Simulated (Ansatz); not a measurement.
**TlBiO3 (model cell, started as cubic perovskite with Bi in the octahedra): a soft mode frozen in**

Which phase does TlBiO3 (model cell, started as cubic perovskite with Bi in the octahedra) fall into along its unstable mode, and how much energy does it gain?

Calculated with Ansatz 0.2.0; DFT PBEsol, scalar-relativistic, plane waves, PAW; PAW set soft_1.

Most raw output is cut from this account.

The structure was built from a prototype and need not be the compound's stable phase.

### Step 1. The structure

It takes space group Pm-3m (No. 221, cubic). Conventional cell: a = 4.242 Å, b = 4.242 Å, c = 4.242 Å, α = 90.00°, β = 90.00°, γ = 90.00°. Nearest to Tl lie 12 O at 3.00 Å. Bi has 6 O at 2.12 Å nearest. Nearest to O lie 2 Bi at 2.12 Å. Farther neighbours and most contacts between anions are not listed.

As a file:

```cif
data_structure
_symmetry_space_group_name_H-M 'P 1'
_symmetry_Int_Tables_number 1
_cell_length_a 4.2417
_cell_length_b 4.2417
_cell_length_c 4.2417
_cell_angle_alpha 90.000
_cell_angle_beta 90.000
_cell_angle_gamma 90.000
_cell_volume 76.32
loop_
_atom_site_label
_atom_site_type_symbol
_atom_site_fract_x
_atom_site_fract_y
_atom_site_fract_z
_atom_site_occupancy
Tl1 Tl 0.00000 0.00000 0.00000 1
Bi2 Bi 0.50000 0.50000 0.50000 1
O3 O 0.50000 0.50000 0.00000 1
O4 O 0.50000 0.00000 0.50000 1
O5 O 0.00000 0.50000 0.50000 1
```

### Step 2. Response at finite wavevector

The cell comes from relaxations at this level that are not shown. Stability and thermal properties need the whole zone. Linear response on a 4×4×4 q mesh gives force constants as far as a supercell of that size would.

Input file input.yaml:

```yaml
crystal:
  lattice:
    - [4.2417336508, 0.0, 0.0]
    - [0.0, 4.2417336508, 0.0]
    - [0.0, 0.0, 4.2417336508]
  atoms:
    - { symbol: Tl, position: [0.0, 0.0, 0.0] }
    - { symbol: Bi, position: [0.5, 0.5, 0.5] }
    - { symbol: O, position: [0.5, 0.5, 0.0] }
    - { symbol: O, position: [0.5, 0.0, 0.5] }
    - { symbol: O, position: [0.0, 0.5, 0.5] }
kpoints:
  mp_grid: { grid: [8, 8, 8] }
hamiltonian:
  xc: pbesol
  pseudopotentials: { kind: paw, azcp: { folder: soft_1 }, xc_functional: pbe }
scf:
  occupations: { method: methfessel_paxton, width: 0.2 }
output:
  eigenvalues: true
phonons:
  method: dfpt
  qmesh: [4, 4, 4]
  temperatures: { t_max: 1000, t_step: 50 }
  qpath:
    path:
      - [[0.0, 0.0, 0.0], [0.0, 0.5, 0.0], [0.5, 0.5, 0.0], [0.0, 0.0, 0.0], [0.5, 0.5, 0.5], [0.0, 0.5, 0.0]]
      - [[0.5, 0.5, 0.5], [0.5, 0.5, 0.0]]
    npoints: 10
```

On the command line:

```console
$ ansatz run input.yaml --threads 4 --pin off --max-ram 16384MiB --backend cpu --events-out ev --progress --plain --runs-dir out
```

The job ended after 14 min (4 threads of Arm Neoverse V1, shared host; peak memory 2.6 GiB).

Numbers from this step:

```
volume per atom                                         : 15.26 Å³
gap on the k-mesh                                       : 0 eV
sum-rule residual before enforcement                    : 3.24e-5 eV/Å²
lowest frequency on the path                            : -78.91 cm⁻¹
point group                                             : m-3m
highest frequency on the path or at a solved wavevector : 559.1 cm⁻¹
highest optical mode at the zone centre (no LO-TO term) : 534.2 cm⁻¹
lowest optical zone-centre mode                         : -32.76 cm⁻¹
lowest mode on the q mesh (acoustic modes at Γ apart)   : -78.91 cm⁻¹
```

Frequencies (cm⁻¹) solved at each irreducible wavevector; negative means imaginary. Frequencies by wavevector, by row:

```tsv
q in reciprocal lattice units	star	mode 1	mode 2	mode 3	mode 4	mode 13	mode 14	mode 15
0 0 0	1	-32.8	-32.8	-32.8	0	534.2	534.2	534.2
0 0 0.25	6	-16.6	15.6	15.6	50.3	521.9	537.6	537.6
0 0 -0.5	3	26.7	26.7	68.3	70.5	519.5	537.8	537.8
0 0.25 0.25	12	-34.4	27.4	49.4	57.9	508.5	541	544
0 0.25 -0.5	12	-34.2	32.5	43.9	55.4	502.5	535.6	542.4
0 -0.5 -0.5	3	-77.5	16.3	16.3	34.9	505.5	506.6	545.7
0.25 0.25 0.25	8	-7	-7	43.2	66.8	511.6	511.6	558.5
0.25 0.25 -0.5	12	-26.4	27.4	35.4	59.2	501.9	513.9	549
0.25 -0.5 -0.5	6	-77.1	21.5	21.5	32.7	504.6	505.5	541.2
-0.5 -0.5 -0.5	1	-78.9	-78.9	-78.9	31.1	504.1	504.1	546.2
```

Interpolated from a 4×4×4 q mesh. Phonon branches along the path, in cm⁻¹:

```tsv
point	branch 1	branch 2	branch 3	branch 4	branch 12	branch 13	branch 14	branch 15
Γ	-33	-33	-33	0	156	534	534	534
halfway	-17	16	16	50	160	522	538	538
X	27	27	68	70	163	520	538	538
halfway	-34	32	44	55	186	502	536	542
M	-78	16	16	35	194	506	507	546
halfway	-34	27	49	58	178	508	541	544
Γ	-33	-33	-33	0	156	534	534	534
halfway	-7	-7	43	67	181	512	512	558
R	-79	-79	-79	31	199	504	504	546
halfway	-26	27	35	59	187	502	514	549
X	27	27	68	70	163	520	538	538
jump to R	-79	-79	-79	31	199	504	504	546
halfway	-77	22	22	33	197	505	506	541
M	-78	16	16	35	194	506	507	546
```

Symmetry leaves 10 wavevectors to solve. The lowest mode among them, the acoustic zeros apart, lies at q = (-0.5, -0.5, -0.5) and is imaginary, 78.9i cm⁻¹, so the energy falls along it.

### Step 3. The mode frozen in, largest atomic shift 0 Å

The mode followed lies at q = (0, -0.5, -0.5) with frequency 77.5i cm⁻¹, one of the unstable modes though not the softest. At small amplitude the distorted cell has space group no. 127 by a symmetry search on the positions. The undistorted cell that holds it gives the zero of energy on the same k mesh.

System of this step: TlBiO3 (model cell, started as cubic perovskite with Bi in the octahedra). The structure is cubic, space group Pm-3m (No. 221). Conventional cell: a = 4.242 Å, b = 4.242 Å, c = 4.242 Å, α = 90.00°, β = 90.00°, γ = 90.00°. Tl has 12 O at 3.00 Å nearest. Bi has 6 O at 2.12 Å nearest. Nearest to O lie 2 Bi at 2.12 Å. Nearest to O lie 2 Bi at 2.12 Å. Farther neighbours and most contacts between anions are not listed.

Input file input.yaml:

```yaml
crystal:
  lattice:
    - [-4.2417336508, 0.0, 0.0]
    - [0.0, -4.2417336508, -4.2417336508]
    - [0.0, -4.2417336508, 4.2417336508]
  atoms:
    - { symbol: Tl, position: [0.0, 0.5, 0.5] }
    - { symbol: Tl, position: [0.0, 0.0, 0.0] }
    - { symbol: Bi, position: [0.5, 0.0, 0.5] }
    - { symbol: Bi, position: [0.5, 0.5, 0.0] }
    - { symbol: O, position: [0.5, 0.25, 0.25] }
    - { symbol: O, position: [0.5, 0.75, 0.75] }
    - { symbol: O, position: [0.5, 0.25, 0.75] }
    - { symbol: O, position: [0.5, 0.75, 0.25] }
    - { symbol: O, position: [0.0, 0.0, 0.5] }
    - { symbol: O, position: [0.0, 0.5, 0.0] }
kpoints:
  mp_grid: { grid: [8, 6, 6] }
hamiltonian:
  xc: pbesol
  pseudopotentials: { kind: paw, azcp: { folder: soft_1 }, xc_functional: pbe }
scf:
  occupations: { method: methfessel_paxton, width: 0.2 }
output:
  forces: true
  stress: true
  eigenvalues: true
```

It took 7.4 s on 4 threads; peak memory 0.68 GiB.

Numbers from this step:

| Item | Value |
| --- | --- |
| pressure | -0.03292 GPa |
| energy from the undistorted cell | 0 meV/atom |

The run ends at a pressure of -0.03 GPa.

### Step 4. The mode frozen in, largest atomic shift 0.22 Å

The atoms are moved along the unstable eigenvector, the largest shift by 0.22 Å, with the cell fixed.

input.yaml, the sections that differ from step 3:

```yaml
crystal:
  lattice:
    - [-4.2417336508, 0.0, 0.0]
    - [0.0, -4.2417336508, -4.2417336508]
    - [0.0, -4.2417336508, 4.2417336508]
  atoms:
    - { symbol: Tl, position: [0.0, 0.5, 0.5] }
    - { symbol: Tl, position: [0.0, 0.0, 0.0] }
    - { symbol: Bi, position: [0.5, 0.0, 0.5] }
    - { symbol: Bi, position: [0.5, 0.5, 0.0] }
    - { symbol: O, position: [0.5, 0.2759327928, 0.2759327928] }
    - { symbol: O, position: [0.5, 0.7240672072, 0.7240672072] }
    - { symbol: O, position: [0.5, 0.2240672072, 0.7759327928] }
    - { symbol: O, position: [0.5, 0.7759327928, 0.2240672072] }
    - { symbol: O, position: [0.0, 0.0, 0.5] }
    - { symbol: O, position: [0.0, 0.5, 0.0] }
# kpoints, hamiltonian, scf, output: as in step 3
```

Elapsed: 7.6 s, on 4 threads; peak memory 0.69 GiB; 30 s of CPU time.

This step gave:

```yaml
pressure: -0.1329 GPa
energy_from_the_undistorted_cell: -1.725 meV/atom
```

The energy, extrapolated to zero smearing, is -1.73 meV/atom against the undistorted cell.

The run ends at a pressure of -0.13 GPa, with forces up to 0.014 eV/Å.

### Step 5. Energy along the mode, all amplitudes (two of the runs are shown above)

An imaginary frequency means negative curvature, so the energy should fall and then rise again as anharmonic terms take over.

Numbers from this step:

| Quantity | Value |
| --- | --- |
| depth at the lowest point sampled | 1.725 meV/atom |
| largest atomic shift at that point | 0.22 Å |

Table of energy from the parent by largest atomic shift:

```tsv
largest atomic shift (Å)	energy from the parent (meV/atom)
0.000	0
0.040	-0.102
0.080	-0.385
0.140	-1.01
0.220	-1.73
0.320	-1.49
0.450	1.14
0.600	7.55
```

Displacement at unit largest shift by atom:

```tsv
atom	x (Å)	y (Å)	z (Å)	size
Tl1	0.00	0.00	0.00	0.00
Tl2	0.00	0.00	0.00	0.00
Bi3	0.00	0.00	0.00	0.00
Bi4	0.00	0.00	0.00	0.00
O5	0.00	-1.00	0.00	1.00
O6	0.00	1.00	0.00	1.00
O7	0.00	0.00	1.00	1.00
O8	0.00	0.00	-1.00	1.00
O9	0.00	0.00	0.00	0.00
O10	0.00	0.00	0.00	0.00
```

The lowest of the steps tried is at 0.22 Å, 1.73 meV/atom below the parent; the bottom of the well need not coincide with a step.

### Step 6. Relaxation from the frozen mode

Starting from the lowest point found, all atoms and the cell are let go, so that strain and other modes of the same symmetry can join in.

Changes to input.yaml since step 4:

```diff
@@ -27 +27,6 @@
   eigenvalues: true
+relax:
+  adjacent_minimum: "off"
+  f_tol: 0.002
+  max_steps: 120
+  cell: { stress_tol: 0.03 }
```

It took 61 s on 4 threads; peak memory 0.72 GiB.

Step by step:

```tsv
step	energy less that of the first step (eV)	largest force component (eV/Å)	pressure (GPa)	volume (Å³)
1	0.0000	0.0145	-0.13	152.64
2	-0.0042	0.0195	0.10	152.30
3	-0.0069	0.0204	-0.06	152.44
4	-0.0091	0.0082	0.01	152.31
5	-0.0095	0.0028	0.00	152.30
6	-0.0096	0.0001	0.00	152.28
7*	-0.0093	0.0001	0.00	152.28
8	-0.0093	0.0000	0.01	152.26
9*	-0.0093	0.0000	0.01	152.26
```

Relaxation steps marked * repeat the geometry before them on a plane-wave basis chosen anew for their cell, so energy and pressure can jump there.

Forces are held to the 16 operations that the run works with; a distortion that breaks them can't arise in this run.

```tsv
cell as run	before	after	change
a (Å)	4.242	4.282	+1.0 %
b (Å)	5.999	5.963	-0.6 %
c (Å)	5.999	5.963	-0.6 %
volume (Å³/atom)	15.26	15.23	-0.3 %
```

The atoms that moved most (Å, as changes of fractional coordinates times the final cell):

```tsv
atom	dx	dy	dz	length
O5	0.000	-0.101	0.000	0.101
O7	0.000	0.000	0.101	0.101
O8	0.000	0.000	-0.101	0.101
O6	0.000	0.101	0.000	0.101
```

Final coordinates:

```cif
data_structure
_symmetry_space_group_name_H-M 'P 1'
_symmetry_Int_Tables_number 1
_cell_length_a 4.2821
_cell_length_b 5.9629
_cell_length_c 5.9629
_cell_angle_alpha 90.000
_cell_angle_beta 90.000
_cell_angle_gamma 90.000
_cell_volume 152.26
loop_
_atom_site_label
_atom_site_type_symbol
_atom_site_fract_x
_atom_site_fract_y
_atom_site_fract_z
_atom_site_occupancy
Tl1 Tl 0.00000 0.50000 0.50000 1
Tl2 Tl 0.00000 0.00000 0.00000 1
Bi3 Bi 0.50000 0.00000 0.50000 1
Bi4 Bi 0.50000 0.50000 0.00000 1
O5 O 0.50000 0.28796 0.28796 1
O6 O 0.50000 0.71204 0.71204 1
O7 O 0.50000 0.21204 0.78796 1
O8 O 0.50000 0.78796 0.21204 1
O9 O 0.00000 0.00000 0.50000 1
O10 O 0.00000 0.50000 0.00000 1
```

This step gave:

```
pressure        : 0.01348 GPa
volume per atom : 15.23 Å³
```

The distorted start has space group P4/mbm; the relaxation ends in P4/mbm.

### Step 7. The new phase in its own primitive cell

The relaxed structure is symmetrised, reduced to its primitive cell and relaxed tightly, as its phonons need.

input.yaml, the sections that differ from step 6:

```yaml
crystal:
  lattice:
    - [5.9628994735, 0.0, 0.0]
    - [0.0, 5.9628994735, 0.0]
    - [0.0, 0.0, 4.2821111437]
  atoms:
    - { symbol: Tl, position: [0.5, 0.0, 0.0] }
    - { symbol: Tl, position: [0.0, 0.5, 0.0] }
    - { symbol: Bi, position: [0.0, 0.0, 0.5] }
    - { symbol: Bi, position: [0.5, 0.5, 0.5] }
    - { symbol: O, position: [0.2879636398, 0.7879636398, 0.5] }
    - { symbol: O, position: [0.7120363602, 0.2120363602, 0.5] }
    - { symbol: O, position: [0.2120363602, 0.2879636398, 0.5] }
    - { symbol: O, position: [0.7879636398, 0.7120363602, 0.5] }
    - { symbol: O, position: [0.0, 0.0, 0.0] }
    - { symbol: O, position: [0.5, 0.5, 0.0] }
kpoints:
  mp_grid: { grid: [6, 6, 8] }
relax:
  adjacent_minimum: "off"
  f_tol: 0.001
  max_steps: 60
  cell: { stress_tol: 0.01 }
# hamiltonian, scf, output: as in step 6
```

It took 22 s on 4 threads; peak memory 0.71 GiB; 85 s of CPU time.

Little changed from the start: no atom moved by 0.005 Å and no cell edge by 0.1 %.

Numbers from this step:

```yaml
pressure: -0.004149 GPa
```

The largest force component left is 0.041 meV/Å and the pressure is -0.004 GPa, within the tolerances set. The cell now holds 15.23 Å³/atom.

### Step 8. Modes of the new phase, k-mesh 6×6×8

A relaxed structure may still be a saddle point, so its zone-centre modes are computed. No field response is asked, since the mesh shows no gap.

input.yaml, the sections that differ from step 7:

```yaml
crystal:
  lattice:
    - [5.9632015643, 0.0, 0.0]
    - [0.0, 5.9632015643, 0.0]
    - [0.0, 0.0, 4.2823579047]
  atoms:
    - { symbol: Tl, position: [0.5, 0.0, 0.0] }
    - { symbol: Tl, position: [0.0, 0.5, 0.0] }
    - { symbol: Bi, position: [0.0, 0.0, 0.5] }
    - { symbol: Bi, position: [0.5, 0.5, 0.5] }
    - { symbol: O, position: [0.2879524606, 0.7879524606, 0.5] }
    - { symbol: O, position: [0.7120475394, 0.2120475394, 0.5] }
    - { symbol: O, position: [0.2120475394, 0.2879524606, 0.5] }
    - { symbol: O, position: [0.7879524606, 0.7120475394, 0.5] }
    - { symbol: O, position: [0.0, 0.0, 0.0] }
    - { symbol: O, position: [0.5, 0.5, 0.0] }
output:
  eigenvalues: true
phonons:
  method: dfpt
# kpoints, hamiltonian, scf: as in step 7
# relax: removed
```

It took 3.6 min on 4 threads; peak memory 2.7 GiB; 14 min of CPU time.

This step gave:

* sum-rule residual before enforcement: 4.99e-5 eV/Å²
* point group: 4/mmm
* highest optical mode at the zone centre (no LO-TO term): 506.9 cm⁻¹
* lowest optical zone-centre mode: 21.97 cm⁻¹

Patterns of degenerate modes are one choice out of their space. The modes at Γ (shares of kinetic energy by element, %):

```tsv
mode	frequency (cm⁻¹)	symmetry	Tl %	Bi %	O %
1	0.0	acoustic	44	45	10
2	0.0	acoustic	44	45	10
3	0.0	acoustic	44	45	10
4	22.0	Eu	88	5	7
5	22.0	Eu	88	5	7
6	34.3	Eu	52	18	30
7	34.3	Eu	52	18	30
8	43.9	B1u	99	0	1
9	48.4	A2u	50	20	30
10	86.9	A1g	0	0	100
11	89.3	A1u	0	97	3
12	110.2	Eu	2	25	73
13	110.2	Eu	2	25	73
14	127.3	Eu	5	24	70
15	127.3	Eu	5	24	70
16	129.7	A2u	6	31	64
17	166.6	B2g	0	0	100
18	169.5	B1u	1	0	99
19	176.2	Eu	2	2	96
20	176.2	Eu	2	2	96
21	192.6	Eg	0	0	100
22	192.6	Eg	0	0	100
23	192.8	Eu	6	76	18
24	192.8	Eu	6	76	18
25	425.9	A2g	0	0	100
26	491.3	B1g	0	0	100
27	496.3	A2u	0	4	96
28	506.5	Eu	0	4	96
29	506.5	Eu	0	4	96
30	506.9	A1u	0	3	97
```

Displacements in mode 4 (22.0 cm⁻¹), the largest set to 1:
```
Tl1  0.08 -0.93  0.00
Tl2  0.38  1.00  0.00
Bi3 -0.15  0.18  0.00
Bi4 -0.09 -0.22  0.00
O5  -0.49 -0.33  0.00
O6  -0.49 -0.33  0.00
O7  -0.41  0.20  0.00
O8  -0.41  0.20  0.00
O9  -0.36 -0.60  0.00
O10 -0.52  0.47  0.00
```

Displacements in mode 30 (506.9 cm⁻¹), the largest set to 1:
```
Tl1  0.00  0.00  0.00
Tl2  0.00  0.00  0.00
Bi3  0.00  0.00  0.05
Bi4  0.00  0.00 -0.05
O5   0.00  0.00  0.00
O6   0.00  0.00  0.00
O7   0.00  0.00  0.00
O8   0.00  0.00  0.00
O9   0.00  0.00 -1.00
O10  0.00  0.00  1.00
```

Before it was imposed, the acoustic sum rule was missed by 5.0e-5 eV/Å². Small misses are needed for a sound result but don't prove that mesh and cutoff are converged. The lowest optical mode is real, 22.0 cm⁻¹.

### Step 9. The phases reached

The phases reached along the modes that were followed are set side by side.

Energies are those of the first relaxation, on the mesh of the frozen mode; space group, volume and gap are those of the last relaxation. Phases, by row:

```tsv
mode frozen in	space group	energy from parent (meV/atom)	volume (Å³/atom)	gap on mesh (eV)	lowest zone-centre optical mode (cm⁻¹)	largest shift (Å)
parent	Pm-3m	0	15.26	0	–	–
q = (-0.5, -0.5, -0.5), 79i cm⁻¹	I4/mcm	-3.27	15.21	0	-66.2	0.365
q = (-0.5, -0.5, -0.5), 79i cm⁻¹	R-3c	-129.9	16.21	0	-116.8	0.893
q = (-0.5, -0.5, -0.5), 79i cm⁻¹	Imma	-107.6	15.9	0	-109.9	1.069
q = (0, -0.5, -0.5), 78i cm⁻¹	P4/mbm	-2.64	15.23	0	22	0.32
```

### Step 10. Summary of results

```yaml
unstable_mode_of_the_parent: q = (0, -0.5, -0.5), 78i cm⁻¹
depth_at_the_lowest_point_sampled: 1.73 meV/atom
largest_atomic_shift_at_that_point: 0.22 Å
space_group_reached_within_0p01_a: P4/mbm
energy_gained_over_the_parent_first_relaxation_on_the_mesh_of_the_frozen_mode: 2.64 meV/atom
volume_per_atom_phase_reached: 15.2 Å³
lowest_optical_zone_centre_mode_phase_reached: 22.0 cm⁻¹
highest_optical_mode_at_the_zone_centre_no_lo_to_term_phase_reached: 507 cm⁻¹
```

**Reading.** Along this mode the structure falls into P4/mbm, 2.64 meV/atom below the parent. At the parent's cell the well is 1.725 meV/atom deep on the steps tried, with its lowest point at a shift of 0.22 Å. Relaxing atoms and cell changes the gain by +0.91 meV/atom against the lowest step (energies at zero smearing). The new phase has no imaginary mode at the zone centre of its cell; other wavevectors were not checked. Of the 4 patterns followed to their end from this parent, this one ends 127 meV/atom above the lowest, R-3c. Another end point lies within 1 meV/atom; how such a difference moves with mesh and cutoff was not tested. Each path keeps the symmetry of its pattern, so a lower phase may lie along a pattern not tried. With no gap, or one that is small against the smearing, the frequencies hang on the k mesh and the smearing, most of all near Kohn anomalies. A semilocal functional can close a gap that the real compound would have, so the metallic treatment may be an artefact of the level. Spin-orbit coupling is left out, which can matter for the heavy elements here. The PAW files were made for PBE and serve the other functionals too. A phonon run warned that its eigensolver left some bands unconverged in a pass. The starting cell was built on a prototype and not taken from a measurement, so the phase need not exist.

[Logs are printed without paths, hosts, clocks, repeated set-up lines and the standing remarks that a program may print on its own settings, such as how far it seeks lower states.]

[Hosts, paths, dates, database ids (printed as entryN), source tags and the programs' standing remarks are cut or masked in the printed files.]
